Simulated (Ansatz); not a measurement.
# What SnO (model cell, started as CsCl type) distorts into

Aim: this structure of SnO (model cell, started as CsCl type) is to be tested for unstable modes, and one is followed downhill.

Program: Ansatz 0.2.0. Level of theory: DFT PBEsol, scalar-relativistic, plane waves, PAW. Results are calculated unless marked as measured.

The structure was built from a prototype and need not be the compound's stable phase.

## 1. Set-up

The structure is cubic, space group Pm-3m (No. 221). Conventional cell: a = 3.081 Å, b = 3.081 Å, c = 3.081 Å, α = 90.00°, β = 90.00°, γ = 90.00°. Nearest to Sn lie 8 O at 2.67 Å. Nearest to O lie 8 Sn at 2.67 Å. Farther neighbours and most contacts between anions are not listed.

As a file:

```cif
data_structure
_symmetry_space_group_name_H-M 'Pm-3m'
_symmetry_Int_Tables_number 221
_cell_length_a 3.0806
_cell_length_b 3.0806
_cell_length_c 3.0806
_cell_angle_alpha 90.000
_cell_angle_beta 90.000
_cell_angle_gamma 90.000
_cell_volume 29.23
loop_
_atom_site_label
_atom_site_type_symbol
_atom_site_symmetry_multiplicity
_atom_site_Wyckoff_symbol
_atom_site_fract_x
_atom_site_fract_y
_atom_site_fract_z
_atom_site_occupancy
Sn1 Sn 1 a 0.00000 0.00000 0.00000 1
O1 O 1 b 0.50000 0.50000 0.50000 1
```

## 2. Phonons on a q mesh

The cell comes from relaxations at this level that are not shown. Stability and thermal properties need the whole zone. Linear response on a 4×4×4 q mesh gives force constants as far as a supercell of that size would.

input.yaml

```yaml
crystal:
  lattice:
    - [3.0805550157, 0.0, 0.0]
    - [0.0, 3.0805550157, 0.0]
    - [0.0, 0.0, 3.0805550157]
  atoms:
    - { symbol: Sn, position: [0.0, 0.0, 0.0] }
    - { symbol: O, position: [0.5, 0.5, 0.5] }
kpoints:
  mp_grid: { grid: [12, 12, 12] }
hamiltonian:
  xc: pbesol
scf:
  occupations: { method: methfessel_paxton, width: 0.15 }
output:
  eigenvalues: true
phonons:
  method: dfpt
  qmesh: [4, 4, 4]
  temperatures: { t_max: 1000, t_step: 50 }
  qpath:
    path:
      - [[0.0, 0.0, 0.0], [0.0, 0.5, 0.0], [0.5, 0.5, 0.0], [0.0, 0.0, 0.0], [0.5, 0.5, 0.5], [0.0, 0.5, 0.0]]
      - [[0.5, 0.5, 0.5], [0.5, 0.5, 0.0]]
    npoints: 10
```

On the command line:

```console
$ ansatz run input.yaml --threads 4 --pin off --max-ram 7168MiB --backend cpu --events-out ev --progress --plain --runs-dir out
```

Numbers of over 12 decimals in the logs are rounded to 6 here.

What it wrote:

```text
Engine: ansatz 0.2.0, aarch64-unknown-linux-gnu
Pseudopotentials: kind: paw
Pseudopotential: Sn, paw, valence charge 14, recommended cutoff 420 eV (normal), Sn.paw.azcp
Pseudopotential: O, paw, valence charge 6, recommended cutoff 420 eV (normal), O.paw.azcp
Functional definition: PBEsol
  exchange = pbesol_x
  correlation = pbesol_c
Crystal: 2 atoms, lattice volume = 29.234 Å³
Basis set: ecut = 420 eV, 587 PW (Γ), exchange–correlation on 48×48×48 points (8 copies of the dense FFT grid, shifted against one another)
Bands: 14, of which v1, the nominal top of the filled ones, is band 10 counted from 1 (9 counted from 0)
Symmetry: 48 space group operations
k-points: 84 of 1728
Non-local potential: Sn, projectors of the file, l = 0: 2, l = 1: 2, l = 2: 2, l = 3: 2
Non-local potential: O, projectors of the file, l = 0: 2, l = 1: 2, l = 2: 1
PAW form: soft (Blöchl's): semilocal exchange-correlation on the pseudo side does not see the compensation charge
PAW frozen core: Sn, regenerated for the run's functional, and the local potential with it (the file was generated under x = pbe(κ = 0.804, μ = 0.219515), c = pbe(β = 0.066725))
PAW frozen core: O, regenerated for the run's functional, and the local potential with it (the file was generated under x = pbe(κ = 0.804, μ = 0.219515), c = pbe(β = 0.066725))
PAW one-centre angular grid: Sn, 590 points (default); XC on 64 Gauss nodes
PAW one-centre angular grid: O, 110 points (default); XC on 64 Gauss nodes
Initial density: superposition of atomic densities (neutral atoms: chi_scale 0, normalization atom), corrected by the library's trained network
Initial wavefunctions: pseudopotential atomic-orbital guess
Functional: x = pbesol(κ = 0.804, μ = 0.123457), c = pbesol(β = 0.046)
SCF iter   1: F=—  HF=-6509.226150 eV  |F-HF|=—  |Δ(HF+E_count)|=         —  Δρ=1.13e-2  dr2=3.01e-2  ethr=1.77e-3  ⟨swp⟩=5.1  Hψ=5942  notcnv=0
preconditioner: auto → none  [insulator: Δε(μ)=0.265 eV  Ē_g=20.016 eV  σ=0.150 eV  W_gap=0.65  n_scr=6 (ndim 8)  ℏωp=30.7 eV  f_vac=0.000  D(μ)=0.16/eV (n_scr^D=0)  ε∞_Penn≈3.4]
SCF iter   2: F=—  HF=-6509.218242 eV  |F-HF|=—  |Δ(HF+E_count)|=   7.91e-3  S|Δr|=    0.00e0  Δρ=3.69e-3  dr2=4.11e-3  ethr=1.50e-4  ⟨swp⟩=1.6  Hψ=2008  notcnv=0
SCF iter   3: F=—  HF=-6509.217512 eV  |F-HF|=—  |Δ(HF+E_count)|=   7.30e-4  S|Δr|=    0.00e0  Δρ=5.21e-4  dr2=8.05e-5  ethr=2.06e-5  ⟨swp⟩=2.0  Hψ=1329  notcnv=0
SCF iter   4: F=—  HF=-6509.217506 eV  |F-HF|=—  |Δ(HF+E_count)|=   5.81e-6  S|Δr|=    0.00e0  Δρ=1.10e-4  dr2=2.49e-6  ethr=4.02e-7  ⟨swp⟩=1.7  Hψ=1301  notcnv=0
SCF iter   5: F=—  HF=-6509.217506 eV  |F-HF|=—  |Δ(HF+E_count)|=   2.40e-7  S|Δr|=    0.00e0  Δρ=1.05e-5  dr2=1.04e-8  ethr=1.24e-8  ⟨swp⟩=2.3  Hψ=1503  notcnv=0
SCF iter   6: F=—  HF=-6509.217506 eV  |F-HF|=—  |Δ(HF+E_count)|=   2.06e-8  S|Δr|=    0.00e0  Δρ=5.07e-7  dr2=4.83e-11  ethr=5.19e-11  ⟨swp⟩=2.0  Hψ=2006  notcnv=0
SCF iter   7: F=-6509.217506 eV  HF=-6509.217506 eV  |F-HF|=0.00e0  |Δ(HF+E_count)|=  2.64e-11  S|Δr|=    0.00e0  Δρ=1.19e-7  dr2=2.80e-12  ethr=1.00e-12  ⟨swp⟩=5.2  Hψ=4876  notcnv=0
SCF 1 converged in 7 iterations: F = -6509.217506 eV  dr2 = 2.80e-12
  greatest PAW one-centre occupation: 0.993 electrons in one spin orbital (limit 2), on the Sn atom at site 0 (counted from 0), in its partial waves of l = 2
Initial density: read from a saved state, or passed on in memory by an earlier SCF of this step, an earlier step, the calling program or the single point that the run made first
iter 1 solved again at ethr=7.25e-8 eV; its pass at ethr=3.10e-3 eV (dr2=1.45e-5 eV) is discarded
SCF iter   1: F=—  HF=-6509.217508 eV  |F-HF|=—  |Δ(HF+E_count)|=         —  Δρ=8.01e-7  dr2=1.56e-10  ethr=7.25e-8  ⟨swp⟩=3.0  Hψ=8851  notcnv=0
eigensolver tolerance schedule: the retry pair's looser diagonalisation over-reported the residual by 92925.45 of it (diagonalisation noise at an unbounded share of the residual, at the tolerance the schedule requests for it); recorded, not acted on — ethr = c·dr2/N_el stays at c = 1.0e-1
preconditioner: auto → none  [metal: Δε(μ)=0.082 eV  Ē_g=20.083 eV  σ=0.150 eV  W_gap=0.42  n_scr=6 (ndim 8)  ℏωp=30.7 eV  f_vac=0.000  D(μ)=0.16/eV (n_scr^D=0)]
SCF iter   2: F=—  HF=-6509.217506 eV  |F-HF|=—  |Δ(HF+E_count)|=   2.26e-6  S|Δr|=    0.00e0  Δρ=4.76e-7  dr2=5.27e-11  ethr=1.00e-12  ⟨swp⟩=3.0  Hψ=2452  notcnv=0
SCF iter   3: F=—  HF=-6509.217506 eV  |F-HF|=—  |Δ(HF+E_count)|=  7.28e-12  S|Δr|=    0.00e0  Δρ=2.62e-7  dr2=1.63e-11  ethr=1.00e-12  ⟨swp⟩=1.0  Hψ=1176  notcnv=0
SCF iter   4: F=-6509.217506 eV  HF=-6509.217506 eV  |F-HF|=7.28e-12  |Δ(HF+E_count)|=  5.46e-12  S|Δr|=    0.00e0  Δρ=1.76e-7  dr2=7.47e-12  ethr=1.00e-12  ⟨swp⟩=2.9  Hψ=3372  notcnv=0
SCF 2 converged in 4 iterations: F = -6509.217506 eV  dr2 = 7.47e-12
phonons: the bands overlap, so this run is a metal and interpolates without the dipole-dipole term. If the crystal is really an insulator or semiconductor, its LO-TO splitting is missing
NSCF: frozen V_eff on 84 k-points
NSCF: frozen V_eff on 196 k-points
DFPT response loops at q = (0, 0, 0) (fractional): preconditioner auto → Kerker (q_TF=auto, 2.561 Å⁻¹) (partly filled bands, converged f_vac=0.000); β = 1.00, the filter's whole step (`scf.mixing.beta` (0.50) is not read by the response loops under this deck's `scf.mixing.preconditioner`; to damp them name `kerker` or `kerker_dos`, under which they read `scf.mixing.beta`, and type it under 1.00, their step now; both keys bind the ground state too); Broyden in place of MSR1
NSCF: frozen V_eff on 1176 k-points
DFPT response loops at q = (0, 0, 0.25) (fractional): mixed as the last ones told, above
NSCF: frozen V_eff on 686 k-points
DFPT response loops at q = (0, 0, -0.5) (fractional): mixed as the last ones told, above
NSCF: frozen V_eff on 2016 k-points
DFPT response loops at q = (0, 0.25, 0.25) (fractional): mixed as the last ones told, above
NSCF: frozen V_eff on 1176 k-points
DFPT response loops at q = (0, 0.25, -0.5) (fractional): mixed as the last ones told, above
NSCF: frozen V_eff on 686 k-points
DFPT response loops at q = (0, -0.5, -0.5) (fractional): mixed as the last ones told, above
NSCF: frozen V_eff on 1872 k-points
DFPT response loops at q = (0.25, 0.25, 0.25) (fractional): mixed as the last ones told, above
NSCF: frozen V_eff on 2016 k-points
DFPT response loops at q = (0.25, 0.25, -0.5) (fractional): mixed as the last ones told, above
NSCF: frozen V_eff on 1176 k-points
DFPT response loops at q = (0.25, -0.5, -0.5) (fractional): mixed as the last ones told, above
NSCF: frozen V_eff on 392 k-points
DFPT response loops at q = (-0.5, -0.5, -0.5) (fractional): mixed as the last ones told, above
SCF converged after 7 iterations
Stability not checked: this state was not tested for a lower state beside it, because cold or Methfessel-Paxton smearing, or corrected tetrahedra, fill the levels in a way that the test cannot read (fill_not_monotonic; see scf.lower_state_search)
Free energy (F): -6509.217506 eV
Harris-Foulkes:  -6509.217506 eV  (|F-HF|=0.00e0)
Internal energy: -6509.217356 eV  (E = F + TS)
E sigma→0 (E₀):  -6509.217468 eV
Entropy (-TS):   -0.000149 eV (-0.075 meV/atom)
Fermi energy:    12.041925 eV
--- Per-component energies (eV) ---
  E_band       = -40.470142
  E_kinetic    = 358.626053
  E_local      = -890.229815  (includes V_loc(G=0)·N_el)
  E_nonlocal   = 17.175187
  E_hartree    = 524.160831
  E_xc         = -453.568530
  E_vxc        = -191.863827  (∫ρ·V_xc dr)
  E_paw        = -4212.367725  (= ΣΔE_a)
  E_vpaw       = -382.501788  (= ΣTr[D̂ρ^β])
  E_aug_tail   = 0.002315  (compensation charges beyond the density's cutoff)
  E_ewald      = -1853.335800
  E_core_change = 0.320128  (= ΣΔE_core)
  E_smearing   = -0.000149  (= −TS)
  E_closure    = -0.000000  (closes the sum)
  Σ components = -6509.217506   (vs F -6509.217506, Δ=0.00e0)
--- Band table (eV; the first three rows and the last of 84) ---
  k-point 0: bands = [... 6 lower, 4.4632, 9.2804, 9.2804, 9.2804, 19.9630, 19.9630, 20.2366, 20.2366]
  k-point 1: bands = [... 6 lower, 4.3587, 9.3107, 9.3291, 9.3291, 18.5207, 20.0460, 20.1909, 20.1909]
  k-point 2: bands = [... 6 lower, 4.0677, 9.4197, 9.4644, 9.4644, 16.9667, 20.0508, 20.0508, 20.2959]
  k-point 83: bands = [... 6 lower, 8.4427, 8.4427, 8.4427, 10.8772, 11.8214, 11.8214, 11.8214, 24.4953]
--- Phonons (Γ-DFPT): 2 representative perturbations + reference (Σ response iterations 7) ---
  ASR residual: 1.046e-4 → 0.000e0 eV/Å²; symmetrization residual: 3.010e-6 eV/Å²
  ASR residual per site (eV/Å²): 1.05e-4 7.05e-5
  Γ frequencies (cm⁻¹): -268.74 -268.74 -268.74 0.00 0.00 0.00
--- Phonons (arbitrary-q DFPT): 10 irreducible q on the 4×4×4 mesh ---
  q = [0.0000, 0.0000, 0.0000] (star 1, of the zone-centre solve; hermiticity 1.61e-6, symmetrization 5.22e-12): -268.74 -268.74 -268.74 -0.00 0.00 0.00
  q = [0.0000, 0.0000, 0.2500] (star 6, 4 solved perturbations in 1848 linear systems a pass and spin channel, the states on 588 of 1728 k-point pairs; hermiticity 3.61e-7, symmetrization 7.39e-13): -187.53 -187.53 -25.58 -25.58 130.41 268.00
  q = [0.0000, 0.0000, -0.5000] (star 3, 4 solved perturbations in 1078 linear systems a pass and spin channel, the states on 343 of 1728 k-point pairs; hermiticity 1.11e-14, symmetrization 2.55e-12): -96.45 -96.45 44.28 44.28 187.81 322.92
  q = [0.0000, 0.2500, 0.2500] (star 12, 4 solved perturbations in 3108 linear systems a pass and spin channel, the states on 1008 of 1728 k-point pairs; hermiticity 7.98e-7, symmetrization 3.70e-14): -264.84 -166.41 -57.28 105.38 118.78 255.00
  q = [0.0000, 0.2500, -0.5000] (star 12, 6 solved perturbations on 588 of 1728 k-point pairs; hermiticity 1.24e-7, symmetrization 2.19e-14): -153.44 -108.62 -104.74 -83.03 168.23 173.97
  q = [0.0000, -0.5000, -0.5000] (star 3, 4 solved perturbations in 1078 linear systems a pass and spin channel, the states on 343 of 1728 k-point pairs; hermiticity 2.45e-7, symmetrization 1.33e-13): -282.82 -282.82 -166.66 -121.00 146.77 146.77
  q = [0.2500, 0.2500, 0.2500] (star 8, 2 solved perturbations on 936 of 1728 k-point pairs; hermiticity 3.25e-7, symmetrization 4.72e-12): -122.85 -122.85 -95.53 111.46 111.46 158.01
  q = [0.2500, 0.2500, -0.5000] (star 12, 4 solved perturbations in 3108 linear systems a pass and spin channel, the states on 1008 of 1728 k-point pairs; hermiticity 4.90e-7, symmetrization 1.50e-12): -221.69 -145.98 44.16 143.47 157.14 203.72
  q = [0.2500, -0.5000, -0.5000] (star 6, 4 solved perturbations in 1848 linear systems a pass and spin channel, the states on 588 of 1728 k-point pairs; hermiticity 2.65e-7, symmetrization 5.24e-13): 28.82 55.53 55.53 162.26 164.28 164.28
  q = [-0.5000, -0.5000, -0.5000] (star 1, 2 solved perturbations on 196 of 1728 k-point pairs; hermiticity 7.05e-14, symmetrization 1.41e-11): 121.49 121.49 121.49 255.08 255.08 255.08
  sum rule: each row above includes the acoustic sum rule's correction from the zone centre's row sums; it moved no ω² by more than (1.09 cm⁻¹)²
  mesh force constants: q→R imaginary residual 3.40e-18; ASR residual 1.046e-4 → 0.000e0 eV/Å²; symmetrization residual 3.109e-15 eV/Å²
  interpolated dispersion: 62 rows × 6 modes
  density of states and harmonic sums: on the 20×20×20 q-mesh, interpolated from the force constants of a 4×4×4 supercell (no non-analytic term)
  largest difference from the sums on the solved wave vectors: F 1.81e-3 eV, S 3.20e-6 and C_V 1.78e-6 eV/K
  zero-point energy: 0.028993 eV/cell   skipped modes (ω ≤ 0): 791, of them read as no rigid motion or as one in doubt: 788 (2.793e0 modes/cell left out, lowest -282.82 cm⁻¹)   left out of the sums: 4.66e-1 of the cell's modes: C_V's classical limit lies that fraction below 3 k_B per atom; for a crystal, a wire or a layer, F and S can be off by more, and a phonons.interpolated_qmesh denser along its periods is the remedy for the sampling
```

It took 2.5 min on 4 threads of Arm Neoverse V2, shared host; peak memory 1.3 GiB; 9.6 min of CPU time.

Reading the cycles: dr2 is the Hartree energy of the density residual (eV), the measure of convergence; HF is the Harris–Foulkes estimate of the energy, which meets the free energy F at convergence.

Numbers from this step:

| Property | Result |
| --- | --- |
| volume per atom | 14.62 Å³ |
| gap on the k-mesh | 0 eV |
| sum-rule residual before enforcement | 1.05e-4 eV/Å² |
| lowest frequency on the path | -282.8 cm⁻¹ |
| point group | m-3m |
| highest frequency on the path or at a solved wavevector | 329.7 cm⁻¹ |
| highest optical mode at the zone centre (no LO-TO term) | -268.7 cm⁻¹ |
| lowest optical zone-centre mode | -268.7 cm⁻¹ |
| lowest mode on the q mesh (acoustic modes at Γ apart) | -282.8 cm⁻¹ |

Frequencies (cm⁻¹) solved at each irreducible wavevector; negative means imaginary. Frequencies by wavevector, by row:

```csv
q in reciprocal lattice units,star,mode 1,mode 2,mode 3,mode 4,mode 5,mode 6
0 0 0,1,-268.7,-268.7,-268.7,0,0,0
0 0 0.25,6,-187.5,-187.5,-25.6,-25.6,130.4,268
0 0 -0.5,3,-96.5,-96.5,44.3,44.3,187.8,322.9
0 0.25 0.25,12,-264.8,-166.4,-57.3,105.4,118.8,255
0 0.25 -0.5,12,-153.4,-108.6,-104.7,-83,168.2,174
0 -0.5 -0.5,3,-282.8,-282.8,-166.7,-121,146.8,146.8
0.25 0.25 0.25,8,-122.8,-122.8,-95.5,111.5,111.5,158
0.25 0.25 -0.5,12,-221.7,-146,44.2,143.5,157.1,203.7
0.25 -0.5 -0.5,6,28.8,55.5,55.5,162.3,164.3,164.3
-0.5 -0.5 -0.5,1,121.5,121.5,121.5,255.1,255.1,255.1
```

Interpolated from a 4×4×4 q mesh. Phonon branches along the path, in cm⁻¹:

```csv
point,branch 1,branch 2,branch 3,branch 4,branch 5,branch 6
Γ,-269,-269,-269,0,0,0
halfway,-188,-188,-26,-26,130,268
X,-96,-96,44,44,188,323
halfway,-153,-109,-105,-83,168,174
M,-283,-283,-167,-121,147,147
halfway,-265,-166,-57,105,119,255
Γ,-269,-269,-269,0,0,0
halfway,-123,-123,-96,112,112,158
R,122,122,122,255,255,255
halfway,-222,-146,44,144,157,204
X,-96,-96,44,44,188,323
jump to R,122,122,122,255,255,255
halfway,29,56,56,162,164,164
M,-283,-283,-167,-121,147,147
```

The phonon branches as a text plot (rows in cm⁻¹):

```
    317 |    *****                                      **
    291 |
    266 |   *     *          *               *****     *
    240 |                     *             **  * **      *
    215 |          *       **                    *  * *    *
    189 |      ****            *     ***   *     **    ***  *
    164 |     *    ****   *             *   *     *****      *
    138 |   **      *********            ***        * *       ***
    113 |                  ***          *   ******     *  ***
     87 |  *              *   **     ***   *      **       *
     62 | *                     *   ****    *     *     *   **
     36 |*     ***               * **               *    *   *
     11 |                         **     **
    -15 |******                 **
    -40 |  *                  **                  *  *
    -66 |         **       ***                        * *     *
    -91 |      *****      *             *              ***    *
   -117 |          *******      *       *          *  *        **
   -142 |     *     **   ****                       ** *
   -168 |    *        ****   *         * ***       *            *
   -193 | * *       **        *                       *       *
   -219 |            *         *   * **             **
   -245 |***          * *     ****  *                          *
   -270 |*            ********   ***                            *
         Γ      X      M          Γ            R        X|R     M
```

Symmetry leaves 10 wavevectors to solve. The lowest mode among them, the acoustic zeros apart, lies at q = (0, -0.5, -0.5) and is imaginary, 282.8i cm⁻¹, so the energy falls along it.

## 3. The mode frozen in, largest atomic shift 0 Å

The mode followed lies at q = (0, -0.5, -0.5) with frequency 282.8i cm⁻¹ and is 2-fold degenerate, the softest among the wavevectors solved. At small amplitude the distorted cell has space group no. 10 by a symmetry search on the positions. The undistorted cell that holds it gives the zero of energy on the same k mesh.

System of this step: SnO (model cell, started as CsCl type). The structure is cubic, space group Pm-3m (No. 221). The conventional cell has a = 3.081 Å, b = 3.081 Å, c = 3.081 Å, α = 90.00°, β = 90.00°, γ = 90.00°. Nearest to Sn lie 8 O at 2.67 Å. Nearest to O lie 8 Sn at 2.67 Å. Farther neighbours and most contacts between anions are not listed.

input.yaml

```yaml
crystal:
  lattice:
    - [-3.0805550157, 0.0, 0.0]
    - [0.0, -3.0805550157, -3.0805550157]
    - [0.0, -3.0805550157, 3.0805550157]
  atoms:
    - { symbol: Sn, position: [0.0, 0.0, 0.0] }
    - { symbol: Sn, position: [0.0, 0.5, 0.5] }
    - { symbol: O, position: [0.5, 0.0, 0.5] }
    - { symbol: O, position: [0.5, 0.5, 0.0] }
kpoints:
  mp_grid: { grid: [12, 8, 8] }
hamiltonian:
  xc: pbesol
scf:
  occupations: { method: methfessel_paxton, width: 0.15 }
output:
  forces: true
  stress: true
  eigenvalues: true
```

What it wrote:

```text
[...]
Crystal: 4 atoms, lattice volume = 58.468 Å³
Basis set: ecut = 420 eV, 1139 PW (Γ), exchange–correlation on 48×60×60 points (8 copies of the dense FFT grid, shifted against one another)
Bands: 24, of which v1, the nominal top of the filled ones, is band 20 counted from 1 (19 counted from 0)
Symmetry: 32 space group operations
[...]
k-points: 105 of 768
[...]
--- Band table (eV; the first three rows and the last of 105) ---
  k-point 0: bands = [... 16 lower, 9.2808, 9.2808, 9.2808, 10.2106, 15.4975, 15.4975, 19.9631, 19.9635]
  k-point 1: bands = [... 16 lower, 9.1465, 9.3351, 9.4959, 10.1992, 15.1952, 15.5550, 18.7861, 19.1293]
  k-point 2: bands = [... 16 lower, 9.4841, 9.7053, 10.0492, 10.1547, 14.5428, 15.7285, 17.7716, 17.8161]
  k-point 104: bands = [... 16 lower, 7.1788, 7.1788, 10.2106, 10.2106, 15.4963, 15.4963, 15.4974, 15.4974]
[key lines of the parts left out:]
SCF converged after 6 iterations
Free energy (F): -13018.434821 eV
Fermi energy:    12.031504 eV
P = ⅓ Tr σ = 0.0187 GPa (0.187 kbar)
```

It took 1.6 s on 4 threads; peak memory 0.41 GiB; 5.9 s of CPU time.

This step gave:

```yaml
pressure: 0.01870 GPa
energy_from_the_undistorted_cell: 0 meV/atom
```

The run ends at a pressure of 0.02 GPa.

(Continued in part 2 of 3.)

[Logs are printed without paths, hosts, clocks, repeated set-up lines and the standing remarks that a program may print on its own settings, such as how far it seeks lower states.]

[Hosts, paths, dates, database ids (printed as entryN), source tags and the programs' standing remarks are cut or masked in the printed files.]
